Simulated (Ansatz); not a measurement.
# Electron scattering at the Σ3 (111) boundary in fcc Ir, starting shift (0, 0.5), part 3 of 3

Aim: the relaxed structure and the specific resistance of the Σ3 (111) boundary in fcc Ir, starting shift (0, 0.5).

Ansatz 0.2.0; Ansatz plane-wave DFT, PBE, PAW files; relaxation of a bicrystal slab with its lowest layers held; PAW set soft_1 (the session's first sound run).

So far. Step 3 (Transmission across the boundary): Over the solved energies the transmission per spin lies between 1.25 and 1.38, out of 1.54 channels of the lead on average (up to 1.59). Step 4 (Specific resistance): Averaged over the energies near the Fermi level, 86.2 % of the channels pass, which makes 0.0854 fΩ m².

## Step 5: Single-crystal slab for reference

The free faces cost energy too. A single-crystal slab with the same faces and held layers is relaxed, so that they cancel.

This step: Ansatz plane-wave DFT, PBE, PAW files; relaxation of a single-crystal slab with its lowest layers held; PAW set soft_1 (Ansatz 0.2.0).

System of this step: Ir slab, plane (1, 1, 1). The cell holds 8 atoms: 8 Ir. Cell: a = 2.715 Å, b = 2.715 Å, c = 26.517 Å, α = 90.0°, β = 90.0°, γ = 120.0°. It derives from Ir. Vacuum lies along c.

input.yaml reads:

```yaml
crystal:
  lattice:
    - [2.7148657757, 0.0, 0.0]
    - [-1.3574328878, 2.3511427296, 0.0]
    - [0.0, 0.0, 26.5167503645]
  atoms:
    - { symbol: Ir, position: [0.6666666668, 0.3333333333, 0.1885600585] }
    - { symbol: Ir, position: [1.0e-10, 1.0, 0.2721554687] }
    - { symbol: Ir, position: [0.3333333334, 0.6666666667, 0.3557508789] }
    - { symbol: Ir, position: [0.6666666667, 0.3333333333, 0.4393462891] }
    - { symbol: Ir, position: [0.0, 1.0, 0.5229416992] }
    - { symbol: Ir, position: [0.3333333334, 0.6666666667, 0.6065371094] }
    - { symbol: Ir, position: [0.6666666667, 0.3333333333, 0.6901325196] }
    - { symbol: Ir, position: [0.0, 0.0, 0.7737279298] }
kpoints:
  mp_grid: { grid: [10, 10, 1] }
hamiltonian:
  xc: pbe
  pseudopotentials: { kind: paw, azcp: { folder: soft_1 } }
scf:
  occupations: { method: fermi_dirac, width: 0.1 }
relax:
  f_tol: 0.03
  max_steps: 80
  constraints: [{ sites: [0, 1] }]
```

Run with:

```
ansatz run input.yaml --threads 4 --pin off --max-ram 15360MiB --backend cpu --events-out ev --progress --plain --runs-dir out
```

Numbers of over 12 decimals in the logs are rounded to 6 here.

Log:

```text
Warning: crystal.symmetry: narrowed to the stabiliser of the relax constraints — unitary ops 12 → 6; lowered at sites 0, 1, 6, 7 (the operations that carried what is held of a site onto what its image site leaves free; the constrained walk keeps no symmetry that its constraints do not admit)
[...]
Crystal: 8 atoms, lattice volume = 169.257 Å³
Basis set: ecut = 420 eV, 3323 PW (Γ), exchange–correlation on 40×40×360 points (8 copies of the dense FFT grid, shifted against one another)
Bands: 82, of which v1, the nominal top of the filled ones, is band 68 counted from 1 (67 counted from 0)
Symmetry: 6 space group operations
k-points: 14 of 100 (time reversal used)
[...]
SCF iter   7: F=-95492.983074 eV  HF=-95492.983083 eV  |F-HF|=8.92e-6  |Δ(HF+E_count)|=   1.96e-5  Δρ=6.72e-5  dr2=1.85e-5  ethr=1.65e-8  ⟨swp⟩=4.1  Hψ=5379  notcnv=0
SCF 1 converged in 7 iterations: F = -95492.983074 eV  dr2 = 1.85e-5
[...]
relax step   1: F+E_penalty+E_count = -95492.98307443 eV  Δ(F+E_penalty+E_count) = +0.000e0 eV  max|allowed force component| = 3.554e-1 eV/Å  Δτ_max = 0.0000 Å  (7 SCF iters, dr2 threshold 2.25e-5 eV, accepted)
[...]
SCF iter   7: F=-95492.995561 eV  HF=-95492.995562 eV  |F-HF|=6.70e-7  |Δ(HF+E_count)|=   1.02e-6  Δρ=1.53e-5  dr2=9.05e-7  ethr=5.81e-9  ⟨swp⟩=5.0  Hψ=4074  notcnv=0
SCF 2 converged in 7 iterations: F = -95492.995561 eV  dr2 = 9.05e-7
[...]
relax step   2: F+E_penalty+E_count = -95492.99556135 eV  Δ(F+E_penalty+E_count) = -1.249e-2 eV  max|allowed force component| = 3.825e-1 eV/Å  Δτ_max = 0.1909 Å  (7 SCF iters, dr2 threshold 7.90e-6 eV, accepted)
SCF iter   1: F=—  HF=-95493.012156 eV  |F-HF|=—  |Δ(HF+E_count)|=         —  Δρ=3.78e-3  dr2=1.21e-2  ethr=2.08e-4  ⟨swp⟩=4.9  Hψ=2706  notcnv=0  defer=15
[...]
SCF iter   5: F=-95493.011195 eV  HF=-95493.011199 eV  |F-HF|=3.57e-6  |Δ(HF+E_count)|=   1.38e-5  Δρ=3.37e-5  dr2=4.29e-6  ethr=6.72e-9  ⟨swp⟩=4.1  Hψ=5454  notcnv=0
SCF 3 converged in 5 iterations: F = -95493.011195 eV  dr2 = 4.29e-6
relax step   3: F+E_penalty+E_count = -95493.01119497 eV  Δ(F+E_penalty+E_count) = -1.563e-2 eV  max|allowed force component| = 2.650e-2 eV/Å  Δτ_max = 0.0596 Å  (5 SCF iters, dr2 threshold 9.14e-6 eV, accepted)
[...]
SCF iter   4: F=-95493.011198 eV  HF=-95493.011198 eV  |F-HF|=2.94e-9  |Δ(HF+E_count)|=   4.07e-9  Δρ=2.65e-6  dr2=2.75e-8  ethr=7.35e-11  ⟨swp⟩=6.0  Hψ=4533  notcnv=0
SCF 4 converged in 4 iterations: F = -95493.011198 eV  dr2 = 2.75e-8
relax step   4: F+E_penalty+E_count = -95493.01119832 eV  Δ(F+E_penalty+E_count) = -3.342e-6 eV  max|allowed force component| = 2.641e-2 eV/Å  Δτ_max = 0.0000 Å  (4 SCF iters, accepted)
SCF converged after 4 iterations
Free energy (F): -95493.011198 eV
[...]
Internal energy: -95492.745618 eV  (E = F + TS)
E sigma→0 (E₀):  -95492.878408 eV
Entropy (-TS):   -0.265581 eV (-33.198 meV/atom)
Fermi energy:    15.413081 eV
[...]
--- Forces (eV/Å), atoms counted from 1 ---
  atom   1  Ir     0.00000000     0.00000000     0.18108936
  atom   2  Ir     0.00000000    -0.00000000    -0.20801833
  atom   3  Ir    -0.00000000     0.00000000     0.02296374
  atom   4  Ir    -0.00000000     0.00000000    -0.00655665
  atom   5  Ir     0.00000000     0.00000000    -0.01119174
  atom   6  Ir     0.00000000    -0.00000000     0.01490385
  atom   7  Ir    -0.00000000     0.00000000    -0.01958320
  atom   8  Ir    -0.00000000     0.00000000     0.02641193
  max |Σ_I F_I| component: 1.90e-5 eV/Å
--- Relaxed structure (4 steps of the walk, 4 accepted, 0 SCFs on fresh bases) ---
  F+E_penalty+E_count = -95493.01119832 eV   max|allowed force component| = 2.641e-2 eV/Å
  atoms:
    - { symbol: Ir, position: [0.666667, 0.333333, 0.188560] }
    - { symbol: Ir, position: [0.0, 1.000000, 0.2721554687] }
    - { symbol: Ir, position: [0.333333, 0.666667, 0.356133] }
    - { symbol: Ir, position: [0.666667, 0.333333, 0.441216] }
    - { symbol: Ir, position: [0.0, 1.000000, 0.525908] }
    - { symbol: Ir, position: [0.333333, 0.666667, 0.610896] }
    - { symbol: Ir, position: [0.666667, 0.333333, 0.695083] }
    - { symbol: Ir, position: [-2.1319962603871295e-17, 1.0011502028807777e-17, 0.777895] }
```

Run time: 16 s. Hardware: 4 threads of Arm Neoverse V1, shared host; peak memory 0.6 GiB.

The steps of the relaxation:

```
step  energy less that of the first step (eV)  largest force component (eV/Å)
   1                                   0.0000                          0.3554
   2                                  -0.0125                          0.3825
   3                                  -0.0281                          0.0265
   4                                  -0.0281                          0.0264
```

The atoms that moved most (Å):

| atom | dx | dy | dz | length |
| --- | --- | --- | --- | --- |
| Ir7 | 0.000 | 0.000 | 0.131 | 0.131 |
| Ir6 | 0.000 | 0.000 | 0.116 | 0.116 |
| Ir8 | 0.000 | 0.000 | 0.110 | 0.110 |
| Ir5 | 0.000 | 0.000 | 0.079 | 0.079 |
| Ir4 | 0.000 | 0.000 | 0.050 | 0.050 |
| Ir3 | 0.000 | 0.000 | 0.010 | 0.010 |

Final coordinates:

```
Ir
1.0
     2.71487    0.00000    0.00000
    -1.35743    2.35114    0.00000
     0.00000    0.00000   26.51675
Ir
8
Direct
  0.66667 0.33333 0.18856
  0.00000 0.00000 0.27216
  0.33333 0.66667 0.35613
  0.66667 0.33333 0.44122
  0.00000 0.00000 0.52591
  0.33333 0.66667 0.61090
  0.66667 0.33333 0.69508
  0.00000 0.00000 0.77789
```

This step gave:

| Property | Result |
| --- | --- |
| free energy | -95493.0112 eV |
| energy at zero smearing | -95492.8784 eV |
| Fermi energy | 15.41 eV |

The largest force component on a free atom ends at 0.026 eV/Å, under the tolerance of 0.03, after 4 steps.

## Step 6: Bulk reference

The perfect crystal gives the energy per atom, for the atoms by which bicrystal and slab differ.

This step: Ansatz plane-wave DFT, PBE, PAW files; bulk reference; PAW set soft_1 (Ansatz 0.2.0).

System of this step: Ir. The structure is cubic, space group Fm-3m (No. 225). The conventional cell has a = 3.839 Å, b = 3.839 Å, c = 3.839 Å, α = 90.00°, β = 90.00°, γ = 90.00°. Ir has 12 Ir at 2.71 Å nearest.

input.yaml, the sections that differ from step 5:

```yaml
crystal:
  lattice:
    - [0.0, 1.9197, 1.9197]
    - [1.9197, 0.0, 1.9197]
    - [1.9197, 1.9197, 0.0]
  atoms:
    - { symbol: Ir, position: [0.0, 0.0, 0.0] }
kpoints:
  mp_grid: { grid: [19, 19, 19] }
# hamiltonian, scf: as in step 5
# relax: removed
```

Log:

```text
[...]
Crystal: 1 atoms, lattice volume = 14.149 Å³
Basis set: ecut = 420 eV, 283 PW (Γ)
Bands: 13, of which v1, the nominal top of the filled ones, is band 9 counted from 1 (8 counted from 0)
Symmetry: 48 space group operations
[...]
k-points: 220 of 6859
[...]
SCF iter   1: F=—  HF=-11936.912931 eV  |F-HF|=—  |Δ(HF+E_count)|=         —  Δρ=4.86e-2  dr2=2.40e-1  ethr=3.10e-3  ⟨swp⟩=5.0  Hψ=14666  notcnv=0
[...]
SCF iter   6: F=-11936.835594 eV  HF=-11936.835594 eV  |F-HF|=8.00e-11  |Δ(HF+E_count)|=   2.50e-8  Δρ=2.12e-6  dr2=1.81e-10  ethr=5.79e-10  ⟨swp⟩=1.0  Hψ=8318  notcnv=0
SCF 1 converged in 6 iterations: F = -11936.835594 eV  dr2 = 1.81e-10
[...]
SCF converged after 6 iterations
Free energy (F): -11936.835594 eV
[...]
Internal energy: -11936.800931 eV  (E = F + TS)
E sigma→0 (E₀):  -11936.818263 eV
Entropy (-TS):   -0.034663 eV (-34.663 meV/atom)
Fermi energy:    25.781889 eV
[...]
```

It took 0.62 s on 4 threads; peak memory 0.28 GiB; 2 s of CPU time.

This step gave:

```
free energy             : -11936.8356 eV
energy at zero smearing : -11936.8183 eV
Fermi energy            : 25.78 eV
```

## Step 7: Boundary energy

This step: Ansatz plane-wave DFT, PBE, PAW files; bicrystal less single-crystal slab less bulk atoms, a boundary area; PAW set soft_1 (Ansatz 0.2.0).

This step gave:

- excess energy of the cell: 0.05647 eV
- boundary energy: 0.1418 J/m²

The boundary costs 0.14 J/m².

By hand: 0.0565 eV / 6.383 Å² × 16.02 = 0.142 J/m².

## Step 8: Results

```json
{
  "specific resistance of the boundary": "0.0854 fΩ m²",
  "share of channels that pass": "0.862",
  "boundary energy": "0.142 J/m²"
}
```

In words: The boundary has a specific resistance of 0.085 fΩ m² and an energy of 0.14 J/m². The boundary reflects 14 % of the channels; 0.085 fΩ m² is 0.85×10⁻¹² Ω·cm². In the relaxation the upper grain slid sideways by about 0.8 Å, so the result belongs to the position that it found, not to the starting one. For this plane that is the coherent twin. Spin-orbit coupling is left out, which matters for Ir.

[Logs are printed without paths, hosts, clocks, repeated set-up lines and the standing remarks that a program may print on its own settings, such as how far it seeks lower states.]

[Hosts, paths, dates, database ids (printed as entryN), source tags and the programs' standing remarks are cut or masked in the printed files.]
